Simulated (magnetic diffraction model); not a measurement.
# Solving a magnetic structure from powder neutron data: MnCuF3

Space group P6_3/mmc (no. 194), a = 5.3420 Å, c = 4.4820 Å.

| site | atom | x | y | z |
| --- | --- | --- | --- | --- |
| 2d | Cu | 2/3 | 1/3 | 1/4 |
| 2a | Mn | 0 | 0 | 1/2 |
| 6h | F | 0.8304 | 0.6608 | 3/4 |

The compound is invented for this exercise: a known structure type with other elements, its cell scaled to their sizes and not relaxed.

Only Mn is taken to order (form factors of Mn2+); orders and moment sizes are assumed, and not adapted to the symmetry. Radiation: neutrons of λ = 2.52 Å, 2° to 100°; isotropic B of 0.28 Å² (Cu), 0.28 Å² (Mn) and 0.33 Å² (F). Simulated constant-wavelength pattern: nuclear and magnetic terms add, the magnetic one as |2.695 fm × Σ f S⊥ exp(2πi Q·r) exp(−B s²)|², summed over all Q at one angle with the factor 1/(sin²θ cos θ). For a modulated order the moment at position r is S exp(−2πi k·r) + c.c., with S = m/2 for a sine wave of amplitude m and S = m(u + iv)/2 for moments turning in a plane, u and v being orthogonal unit vectors in it; the phase factor of the sum at Q = H + k is then exp(2πi H·r). Free-ion form factors, Sears's scattering lengths of 1992, no absorption; a label names one of the reflections at its angle. The strongest nuclear line in the range is 100, and lines under 0.2 are left out.

Above the ordering temperature:

```
2θ (°)    index      I
 31.61  (1 0 0)   12.3
 46.09  (1 0 1)    1.2
 56.29  (1 1 0)    0.5
 66.01  (2 0 0)   34.0
 68.42  (0 0 2)   33.7
 75.61  (2 0 1)  100.0
 77.33  (1 0 2)    1.2
 92.21  (2 1 0)    3.0
 94.43  (1 1 2)    6.0
```

Below it (cell unchanged):

```csv
2θ (°),I
18.09,57.4
31.61,12.3
36.66,11.5
46.09,1.2
49.17,10.7
56.29,0.5
66.01,34.0
68.42,33.7
69.08,4.0
71.44,2.5
75.61,100.0
77.33,1.2
77.95,1.4
80.22,1.9
86.54,2.0
88.76,2.9
92.21,3.0
94.43,6.0
```

**Question.** Find the propagation vector, then choose among these models:
A. moments turning in the plane of [100] and [001], 4.08 μB on Mn; signs + at (0, 0, 1/2), + at (0, 0, 0)
B. a sine wave with moments along [001] (amplitudes given), 4.08 μB on Mn; signs + at (0, 0, 1/2), + at (0, 0, 0)
C. a sine wave with moments along [010] (amplitudes given), 4.08 μB on Mn; signs + at (0, 0, 1/2), + at (0, 0, 0)
D. moments turning in the plane of [100] and [010], 4.08 μB on Mn; signs + at (0, 0, 1/2), + at (0, 0, 0)

The new lines index as (1/3 1/3 0) at 18.09°, (2/3 2/3 0) at 36.66°, (4/3 1/3 0) at 49.17° and (5/3 2/3 0) at 69.08°, that is as H ± k with k = (1/3 1/3 0). Satellites come in pairs about each point of the reciprocal lattice.

Magnetic intensity, observed (below minus above) and for each model:

| 2θ (°) | index | observed | A | B | C | D |
| --- | --- | --- | --- | --- | --- | --- |
| 18.09 | (1/3 1/3 0) | 57.4 | 57.4 | 38.2 | 19.1 | 38.2 |
| 36.66 | (2/3 2/3 0) | 11.5 | 11.5 | 7.7 | 3.9 | 7.7 |
| 49.17 | (4/3 1/3 0) | 10.7 | 10.7 | 7.2 | 3.6 | 7.2 |
| 69.08 | (5/3 2/3 0) | 4.0 | 4.0 | 2.6 | 1.3 | 2.6 |
| 71.44 | (1/3 1/3 2) | 2.5 | 2.5 | <0.2 | 2.3 | 4.6 |
| 80.22 | (2/3 2/3 2) | 1.9 | 1.9 | 0.4 | 1.5 | 2.9 |
| 86.54 | (7/3 1/3 0) | 2.0 | 2.0 | 1.3 | 0.7 | 1.3 |
| 88.76 | (4/3 1/3 2) | 2.9 | 2.9 | 0.9 | 2.0 | 4.0 |

Model A matches.

The structure used: k = (1/3 1/3 0), moments turning in the plane of [100] and [001], 4.08 μB on Mn; signs + at (0, 0, 1/2), + at (0, 0, 0).

[Logs are printed without paths, hosts, clocks, repeated set-up lines and the standing remarks that a program may print on its own settings, such as how far it seeks lower states.]
